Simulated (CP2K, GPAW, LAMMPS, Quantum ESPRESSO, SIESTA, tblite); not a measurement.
# Forces in amorphous Si0.7Ge0.3 (120 atoms), program by program

One geometry of amorphous Si0.7Ge0.3 (120 atoms) is solved by several programs and methods. How far do their forces lie from a plane-wave PBE run?

Results are calculated, not measured.

## 1. The cell

The cell holds 120 atoms (84 Si and 36 Ge), with edges of 13.77, 13.77 and 13.77 Å. Recipe: 120 atoms (84 Si, 36 Ge) placed at random at 3.16 g/cm³, melted at 3500 K for 10 ps at fixed volume with the Tersoff potential (Tersoff, Phys. Rev. B 39, 5566 (1989)). Quenched from 3500 K to 700 K at 1000 K/ps and fixed volume, held 5 ps, then minimised at fixed cell. The density is 3.16 g/cm³.

## 2. The reference input

Quantum ESPRESSO 7.5: Kohn-Sham DFT, PBE, SSSP efficiency 1.3.0 pseudopotentials, plane waves. Its input, pw.in:

```
&control
  calculation = 'scf'
  pseudo_dir = './pseudo'
  outdir = './tmp'
  disk_io = 'none'
  tprnfor = .true.
  tstress = .true.
/
&system
  ibrav = 0
  nat = 120
  ntyp = 2
  ecutwfc = 45
  ecutrho = 360
  nosym = .true.
  occupations = 'smearing'
  smearing = 'fd'
  degauss = 0.003675
/
&electrons
  conv_thr = 6.0e-07
  electron_maxstep = 100
  mixing_beta = 0.2
  mixing_mode = 'local-TF'
  diagonalization = 'david'
/
ATOMIC_SPECIES
Si 28.085 Si.upf
Ge 72.630 Ge.upf
CELL_PARAMETERS angstrom
13.77040 0.00000 0.00000
0.00000 13.77040 0.00000
0.00000 0.00000 13.77040
ATOMIC_POSITIONS crystal
Si 0.70179 0.14930 0.14075
Si 0.75761 0.12428 0.40993
Si 0.53433 0.51687 0.17144
Si 0.33316 0.30222 0.61607
[... 114 atom lines left out ...]
Ge 0.22537 0.17140 0.89526
Ge 0.73634 0.65781 0.63612
K_POINTS gamma
```

```console
$ OMP_NUM_THREADS=1 mpirun -np 8 pw.x -in pw.in > output.txt
```

The job ended after 9.7 min (8 MPI ranks of Arm Neoverse N1, shared host; peak memory 9.5 GiB; 77 min of CPU time).

It converged with an r.m.s. force component of 0.26 eV/Å and a pressure of -0.91 GPa.

## 3. The other programs

- CP2K 2026.2: Gaussian basis with GTH pseudopotentials and a plane-wave density; labels give functional, basis (MOLOPT sets; SR short-range, UZH the newer set with its own potentials), grid cutoff/relative cutoff and solver (OT: orbital transformation; TRS4, TC2, SIGN: linear-scaling purification with its sparsity filter), or its built-in tight binding.
- GPAW 26.7.0: PAW with atomic orbitals (LCAO), plane waves or a real-space grid of spacing h.
- Quantum ESPRESSO 7.5: plane waves; labels (QE) give functional, pseudopotential set and cutoffs of waves/density.
- SIESTA 5.4.2: numerical atomic orbitals, whose automatically made sets are far from complete, with PseudoDojo norm-conserving potentials that we converted to its format (checked against plane waves on the same files for H, C, O, Si, Ge and Ca alone); labels give functional, basis size, energy shift and mesh cutoff.

All use the same cell and atoms, and the electronic-structure runs the same k-mesh.

## 4. All runs compared

Differences are against the reference: forces as r.m.s. over components, share as that over the reference's r.m.s. force, slope as the fitted ratio of a run's forces to the reference's.

| run | Δ force, r.m.s. (meV/Å) | share (%) | slope | Δ pressure (GPa) | cores | CPU time | memory (GiB) |
| --- | --- | --- | --- | --- | --- | --- | --- |
| reference | - | - | - | - | 8 | 77 min | 9.5 |
| CP2K LDA, DZVP-MOLOPT-SR, 350/50 Ry, diagonalisation | 71.2 | 27.6 | 0.930 | -3.68 | 4 | 8.1 min | 4.8 |
| CP2K PBE+D3, DZVP-MOLOPT-SR, 350/50 Ry, diagonalisation | 44.2 | 17.1 | 1.038 | -0.309 | 4 | 11 min | 5.0 |
| CP2K PBE, DZVP-MOLOPT (SR for Ge), 350/50 Ry, diagonalisation | 47.1 | 18.3 | 1.055 | 0.254 | 4 | 16 min | 5.1 |
| CP2K PBE, DZVP-MOLOPT-SR, 175/50 Ry, diagonalisation (coarse) | 40.5 | 15.7 | 1.056 | 0.400 | 2 | 9.8 min | 1.7 |
| CP2K PBE, DZVP-MOLOPT-SR, 244/50 Ry, diagonalisation (coarse) | 40.5 | 15.7 | 1.056 | 0.400 | 2 | 8.8 min | 2.3 |
| CP2K PBE, DZVP-MOLOPT-SR, 350/20 Ry, diagonalisation (coarse) | 43.6 | 16.9 | 1.056 | 0.462 | 4 | 7.4 min | 5.0 |
| CP2K PBE, DZVP-MOLOPT-SR, 350/50 Ry, diagonalisation | 40.5 | 15.7 | 1.056 | 0.400 | 4 | 11 min | 5.0 |
| CP2K PBE, SZV-MOLOPT-SR, 350/50 Ry, diagonalisation (coarse) | 435 | 169 | 1.029 | 5.05 | 1 | 5.1 min | 3.2 |
| CP2K PBE, TZV2P-UZH, 350/50 Ry, diagonalisation | 22.9 | 8.90 | 1.024 | -0.0318 | 4 | 51 min | 7.8 |
| GPAW PBE, LCAO dzp, h 0.2 Å | 40.2 | 15.6 | 1.058 | - | 2 | 20 min | 2.8 |
| GPAW PBE, LCAO sz(dzp), h 0.2 Å (coarse) | 292 | 113 | 1.051 | - | 1 | 4 min | 1.9 |
| GPAW PBE, grid h 0.18 Å | 14.7 | 5.71 | 1.011 | - | 4 | 2 h | 7.9 |
| GPAW RPBE, LCAO dzp, h 0.2 Å | 52.6 | 20.4 | 1.089 | - | 2 | 20 min | 2.8 |
| QE PBE, gbrv-1.5, 40/200 Ry | 3.22 | 1.25 | 1.001 | 0.0077 | 4 | 49 min | 4.7 |
| SIESTA PBE, DZ, shift 0.01 Ry, mesh 300 Ry (coarse) | 195 | 75.7 | 1.011 | 4.81 | 1 | 6.9 min | 1.2 |
| SIESTA PBE, DZP, shift 0.01 Ry, mesh 100 Ry (coarse) | 94.8 | 36.8 | 1.118 | 1.20 | 2 | 8.9 min | 1.2 |
| SIESTA PBE, DZP, shift 0.01 Ry, mesh 300 Ry | 95.7 | 37.1 | 1.135 | 0.851 | 2 | 22 min | 2.5 |

Rows marked coarse were listed beforehand as settings not expected to be converged; some can still land near the reference.

Runs without a result: tblite GFN1-xTB (cut off at its time limit); SIESTA PBE, SZ, shift 0.01 Ry, mesh 300 Ry (cut off at its time limit); SIESTA PBE, SZP, shift 0.01 Ry, mesh 300 Ry (cut off at its time limit).

CPU time is summed over cores on shared hosts, so it is rough.

## 5. Findings

Forces lie from 1.2 % (QE PBE, gbrv-1.5, 40/200 Ry) to 169 % (CP2K PBE, SZV-MOLOPT-SR, 350/50 Ry, diagonalisation, coarse) of the reference's r.m.s. force of 0.26 eV/Å away from it. Other PBE runs on plane waves or a grid: GPAW PBE, grid h 0.18 Å 5.7 % and QE PBE, gbrv-1.5, 40/200 Ry 1.2 % of the r.m.s. force; the reference has errors of its own, so differences under a few per cent don't tell which side is nearer the exact PBE result. The PBE runs in local orbitals, coarse settings apart, differ by 8.9 % (CP2K PBE, TZV2P-UZH, 350/50 Ry, diagonalisation) to 37 % (SIESTA PBE, DZP, shift 0.01 Ry, mesh 300 Ry); basis, grid and potentials can all enter. Rows with another functional or a dispersion term differ by 17 % (CP2K PBE+D3, DZVP-MOLOPT-SR, 350/50 Ry, diagonalisation) to 28 % (CP2K LDA, DZVP-MOLOPT-SR, 350/50 Ry, diagonalisation), which mixes the change of model with differences of basis and potentials.

Runs with settings chosen to be coarse differ by 16 % (CP2K PBE, DZVP-MOLOPT-SR, 175/50 Ry, diagonalisation) to 169 % (CP2K PBE, SZV-MOLOPT-SR, 350/50 Ry, diagonalisation), their programs' other errors included. From CP2K PBE, DZVP-MOLOPT-SR, 175/50 Ry, diagonalisation to the finer CP2K PBE, DZVP-MOLOPT-SR, 350/50 Ry, diagonalisation the share goes from 15.7 to 15.7 %, so the grid isn't what parts these runs from the reference. From SIESTA PBE, DZP, shift 0.01 Ry, mesh 100 Ry to the finer SIESTA PBE, DZP, shift 0.01 Ry, mesh 300 Ry the share goes from 36.8 to 37.1 %, so the grid isn't what parts these runs from the reference. Pressures at PBE, coarse settings apart, lie -0.03 to +0.85 GPa from the reference's.

**Limits.** The potentials hold different valence shells: 840 electrons in the reference, 480 in CP2K with TZV2P-UZH and 480 in GPAW; this bears on time and differences. GPAW's setups keep the filled d shell of Ge in the core. The reference's pressure holds the uncorrected Pulay stress of its 45 Ry basis, so small pressure differences may be the reference's own error. The quench rate of 1000 K/ps is many orders above laboratory rates, so the cell is likely richer in defects and strain than a real sample. The network of bonds at the start is that of the classical potential that made the cell, and needn't be the one that DFT or experiment would give. The electronic-structure runs sample only Γ, in a cell whose shortest periodic width is 14 Å, which is coarse for a cell with partly filled levels. Spin–orbit coupling is left out. Where levels are smeared, the DFT runs use Fermi–Dirac occupations at 580 K (0.05 eV), and energies are free energies. The reference's cutoffs and mesh weren't converged further here.

[Logs are printed without paths, hosts, clocks, repeated set-up lines and the standing remarks that a program may print on its own settings, such as how far it seeks lower states.]

[Hosts, paths, dates, database ids (printed as entryN), source tags and the programs' standing remarks are cut or masked in the printed files.]

[Cells were taken only where this reference lay near another plane-wave run.]
